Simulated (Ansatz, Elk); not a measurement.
**How far do independent atoms describe CdCu2Si2?**

Structure refinements treat a crystal as free atoms side by side. For a made-up structure of CdCu2Si2 (cell and positions from a PBEsol relaxation) the runs below show what the calculated density changes in F(hkl).

Method: DFT, PBE, all-electron APW+lo, Dirac cores, scalar-relativistic bands, static density, no spin, in Elk 11.2.3 (patched build).

This account leaves out most program logs.

The structure was built from a prototype and need not be the compound's stable phase.

### 1. The starting structure

Symmetry: I4/mmm, No. 139, tetragonal system. Conventional cell: a = 3.893 Å, b = 3.893 Å, c = 10.072 Å, α = 90.00°, β = 90.00°, γ = 90.00°. Nearest to Cd lie 8 Si at 2.99 Å and 8 Cu at 3.18 Å. Nearest to Cu lie 4 Si at 2.38 Å and 4 Cu at 2.75 Å and 4 Cd at 3.18 Å. Nearest to Si lie 1 Si at 2.31 Å and 4 Cu at 2.38 Å and 4 Cd at 2.99 Å. Farther neighbours are not listed.

### 2. Ground state and structure factors

An all-electron density is needed, since X-rays see the cores too. Task 0 finds the density and task 195 Fourier-transforms it; tshift is off so that phases refer to the origin typed.

elk.in

```
tasks
  0
  195

xctype
  20

spinpol
  .false.

rgkmax
  7.0

gmaxvr
  14.0

lmaxo
  7

lmaxapw
  8

swidth
  0.002

tshift
  .false.

ramdisk
  .false.

hmaxvr
  5.5

maxscl
  120

epspot
  1e-06

sppath
  './'

avec
  -3.67813430346 3.67813430346 9.51693960061
  3.67813430346 -3.67813430346 9.51693960061
  3.67813430346 3.67813430346 -9.51693960061

atoms
  3
  'Cd.in'
  1
  -0.0000000000 -0.0000000000 -0.0000000000   0.000000 0.000000 0.000000
  'Cu.in'
  2
  0.2500000000 0.7500000000 0.5000000000   0.000000 0.000000 0.000000
  0.7500000000 0.2500000000 0.5000000000   0.000000 0.000000 0.000000
  'Si.in'
  2
  0.6146771621 0.6146771621 0.0000000000   0.000000 0.000000 0.000000
  0.3853228379 0.3853228379 0.0000000000   0.000000 0.000000 0.000000

ngridk
  8 8 8
```

Run with:

```console
> OMP_NUM_THREADS=4 elk
```

Elapsed: 51 s, on 4 threads of Arm Neoverse V1, shared host; peak memory 0.18 GiB.

SFACRHO.OUT:

```text

h k l indices transformed by vhmat matrix:
   1.000000000       0.000000000       0.000000000    
   0.000000000       1.000000000       0.000000000    
   0.000000000       0.000000000       1.000000000    

      h      k      l  multipl.   |H|            Re(F)            Im(F)           |F|

      0      0      0      1   0.0000000       134.00000      0.18546991E-15   134.00000    
      1      1     -1      2  0.66021069      -6.1896026      0.16081081E-13   6.1896026    
     -1      0      0      8  0.91569751       25.658452      -0.0000000       25.658452    
      0      0     -1      4   1.2079175       12.262693     -0.55080173E-14   12.262693    
     -1     -2      2      8   1.3077684       49.872805      -0.0000000       49.872805    
      2      2     -2      2   1.3204214       66.682299     -0.29481981E-13   66.682299    
      2      0     -1      8   1.3765693       86.806435     -0.89339337E-14   86.806435    
     -1      1     -1      4   1.7082534       95.131698      0.45205688E-14   95.131698    
     -2     -2      3      8   1.7895747      -22.857462     -0.58517266E-13   22.857462    
      2      0      0      8   1.8313950      -4.0397901      0.17867867E-13   4.0397901    
      2      3     -2      8   1.8584324       49.204602      -0.0000000       49.204602    
      1      0      1     16   1.9382032       21.194585      -0.0000000       21.194585    
     -3     -3      3      2   1.9806321      -11.935582     -0.20548048E-13   11.935582    
      0     -3      1     16   2.1513688       40.769146      -0.0000000       40.769146    
      3      1     -3      8   2.1590837       54.267749     -0.19654654E-13   54.267749    
     -3     -3      4      8   2.3199069       61.057148      0.14294294E-13   61.057148    
     -2      2      0      4   2.4158351       80.356134      0.19424333E-16   80.356134    
      4      3     -3      8   2.4635421       24.859621      0.89339337E-15   24.859621
```

Elk indexes on the primitive cell of elk.in and gives |H| = 4π sin θ/λ in inverse bohr. Below, one row stands for each form hkl of the conventional cell (m members, Friedel mates merged), F is for one primitive cell and the density is static (no thermal factor). Free-atom factors are Waasmaier and Kirfel's, and R is Σm||F|−|F'||/Σm|F|.

| hkl | m | sin θ/λ (Å⁻¹) | abs F, DFT | neutral atoms | diff. |
| --- | --- | --- | --- | --- | --- |
| 002 | 2 | 0.099 | 6.190 | 6.245 | -0.056 |
| 101 | 8 | 0.138 | 25.659 | 25.994 | -0.336 |
| 110 | 4 | 0.182 | 12.263 | 11.684 | +0.578 |
| 103 | 8 | 0.197 | 49.873 | 49.979 | -0.106 |
| 004 | 2 | 0.199 | 66.682 | 67.445 | -0.763 |
| 112 | 8 | 0.207 | 86.806 | 87.546 | -0.739 |
| 200 | 4 | 0.257 | 95.132 | 96.028 | -0.896 |
| 114 | 8 | 0.269 | 22.858 | 23.692 | -0.834 |
| 202 | 8 | 0.275 | 4.040 | 4.747 | -0.707 |
| 105 | 8 | 0.280 | 49.205 | 49.530 | -0.325 |
| 211 | 16 | 0.291 | 21.195 | 21.188 | +0.006 |
| 006 | 2 | 0.298 | 11.936 | 12.804 | -0.868 |
| 213 | 16 | 0.324 | 40.769 | 40.914 | -0.145 |
| 204 | 8 | 0.325 | 54.268 | 54.588 | -0.321 |
| 116 | 8 | 0.349 | 61.057 | 61.268 | -0.211 |
| 220 | 4 | 0.363 | 80.356 | 80.599 | -0.242 |
| 107 | 8 | 0.370 | 24.860 | 24.898 | -0.038 |
| 222 | 8 | 0.377 | 2.770 | 3.077 | -0.306 |
| 215 | 16 | 0.380 | 42.652 | 42.620 | +0.032 |
| 301 | 8 | 0.389 | 17.984 | 17.973 | +0.011 |
| 206 | 8 | 0.393 | 9.981 | 10.185 | -0.204 |
| 008 | 2 | 0.397 | 74.232 | 74.343 | -0.111 |

### 3. The highest occupied states alone

An energy window below the Fermi level keeps the highest occupied states, to see at which angles they scatter; shallow core shells can lie inside it and anion s states outside. No new self-consistency is needed.

elk.in, as its differences from that of step 2:

```diff
@@ -1,3 +1,2 @@
 tasks
-  0
   195
@@ -40,2 +39,5 @@
 
+wsfac
+  -0.278740 0.572500
+
 sppath
```

Run with:

```console
> OMP_NUM_THREADS=4 elk
```

It took 11 s on 4 threads; peak memory 0.17 GiB.

States within 15 eV below the Fermi level hold 42.00 electrons; any levels below the window count with the cores. Their amplitudes can exceed the total, where window and core parts have opposite phase:

| hkl | sin θ/λ (Å⁻¹) | abs F, window | abs F, all |
| --- | --- | --- | --- |
| 002 | 0.099 | 8.754 | 6.190 |
| 101 | 0.138 | 5.503 | 25.659 |
| 110 | 0.182 | 6.484 | 12.263 |
| 103 | 0.197 | 6.387 | 49.873 |
| 004 | 0.199 | 18.216 | 66.682 |
| 112 | 0.207 | 18.678 | 86.806 |
| 200 | 0.257 | 14.841 | 95.132 |
| 114 | 0.269 | 6.595 | 22.858 |
| 202 | 0.275 | 6.587 | 4.040 |
| 105 | 0.280 | 3.072 | 49.205 |

### 4. Another functional

The difference from free atoms is small, so it is set against the change that LDA (Perdew-Wang) makes.

elk.in, as its differences from that of step 3:

```diff
@@ -1,2 +1,3 @@
 tasks
+  0
   195
@@ -4,3 +5,3 @@
 xctype
-  20
+  3
 
@@ -39,5 +40,2 @@
 
-wsfac
-  -0.278740 0.572500
-
 sppath
```

Run with:

```console
> OMP_NUM_THREADS=4 elk
```

The job ended after 33 s (4 threads; peak memory 0.17 GiB; 1.8 min of CPU time).

Against the first run R = 0.07 %; the largest change is -0.061 at 008.

### 5. Basis size

A smaller basis shows how fast F responds to it; the change is likely larger than the basis error of the first run, but doesn't show convergence.

elk.in, as its differences from that of step 4:

```diff
@@ -5,3 +5,3 @@
 xctype
-  3
+  20
 
@@ -11,3 +11,3 @@
 rgkmax
-  7.0
+  5.5
```

Run with:

```console
> OMP_NUM_THREADS=4 elk
```

Run time: 45 s. Hardware: 4 threads; peak memory 0.17 GiB; 2.3 min of CPU time.

Against the first run R = 0.03 %; the largest change is +0.074 at 008.

### 6. Settings against the effect

```
              run  R against the first run (%)  R against neutral atoms, low angle (%)  wall time
    PBE, rgkmax 7                         0.00                                    1.19       51 s
LDA (Perdew-Wang)                         0.07                                    1.20       33 s
       rgkmax 5.5                         0.03                                    1.22       45 s
```

### 7. Outcome

* R against neutral atoms, sin θ/λ < 0.3 Å⁻¹: 1.19 %
* R against neutral atoms, 0.3 to 0.83 Å⁻¹: 0.32 %

What this shows: Independent neutral atoms miss the calculated amplitudes by R = 1.19 % below 0.3 Å⁻¹ and 0.32 % from there to 0.83 Å⁻¹; by shells, 1.29 % below 0.15 Å⁻¹ (2 forms), 1.18 % 0.15 to 0.3 (10 forms), 0.30 % 0.3 to 0.45 (15 forms), 0.32 % above 0.45 (109 forms). Bonding, aspherical density and the tables' own atoms all enter these figures, and the runs don't part them. The largest change of an amplitude is -0.90 electrons, at 200. The window's part falls from 42.0 electrons at the origin to at most 5.11 between 0.45 and 0.83 Å⁻¹, where compact states inside the window still scatter. Below 0.3 Å⁻¹ the changes that finished (LDA (Perdew-Wang) and rgkmax 5.5) move F by R = 0.04 % at most, against the 1.19 % that separates it from free atoms. The k-mesh has no finished test. These runs have no spin, though d or f shells may be open. Part of the difference isn't bonding: the tables are fits to free atoms and ions calculated by other methods than this functional. Thermal motion, anomalous dispersion and extinction are left out.

[Logs are printed without paths, hosts, clocks, repeated set-up lines and the standing remarks that a program may print on its own settings, such as how far it seeks lower states.]

[Hosts, paths, dates, database ids (printed as entryN), source tags and the programs' standing remarks are cut or masked in the printed files.]
